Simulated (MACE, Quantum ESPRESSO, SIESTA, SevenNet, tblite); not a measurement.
# Bulk modulus two ways: glassy 69GeO2-31ZnO (mol %) (78 atoms), QE, PBE

The cell holds 78 atoms (20 Ge, 9 Zn and 49 O). Recipe: 78 atoms (20 Ge, 9 Zn, 49 O) placed at random at 3.98 g/cm³, melted at 4000 K for 10 ps at fixed volume with the Morse and Coulomb pair potential with partial charges (Pedone, Malavasi, Menziani, Cormack and Segre, J. Phys. Chem. B 110, 11780 (2006)). Quenched from 4000 K to 300 K at 20 K/ps and fixed volume, held 10 ps at zero pressure. Then the atoms were relaxed with MACE MPA-0 medium in the fixed cell.

Calculated with Quantum ESPRESSO 7.5: PBE; plane waves, SSSP efficiency, 60/480 Ry; k-points Γ. The cell is scaled evenly by ±3 % in volume, and MACE MPA-0 medium relaxes the atoms at each volume before the single point.

```
volume (Å³/atom)  energy less the middle row's (meV/atom)  pressure (GPa)
          14.266                                   -1.594           0.030
          14.707                                    0.000          -1.476
          15.148                                    5.641          -2.883
```

Task: Find the bulk modulus at the middle volume from the pressures and from the energies, and check the printed pressure against the slope of the energy (1 meV/Å³ = 0.16022 GPa).

Worked:

The step is h = 0.4412 Å³. From pressures: B = −V dP/dV = 14.707 × (0.030 − (-2.883)) / (2 × 0.4412) = 48.6 GPa.

From energies: B = V d²E/dV² = 14.707 × (-1.594 + (5.641)) / 0.4412² = 305.8 meV/Å³ = 49.0 GPa.

Slope: P = −dE/dV = −(5.641 − (-1.594)) / (2 × 0.4412) = -8.20 meV/Å³ = -1.31 GPa, against -1.48 GPa printed.

The two moduli agree within 1 %.

A central difference over ±3 % overstates P by about B(1 + B′)(0.03)²/6, some 0.04 GPa for B′ = 4. The atoms follow MACE MPA-0 medium, so this level's forces do work along the path, which enters the energies but not the printed pressures. A stress printed at a finite cutoff holds the number of plane waves fixed and tends to come out low, which is the sign found here.

Limits: three points, a static cell at zero temperature, the cell shape held; the modulus is that at -1.5 GPa, not at zero pressure.

[Logs are printed without paths, hosts, clocks, repeated set-up lines and the standing remarks that a program may print on its own settings, such as how far it seeks lower states.]

[Hosts, paths, dates, database ids (printed as entryN), source tags and the programs' standing remarks are cut or masked in the printed files.]
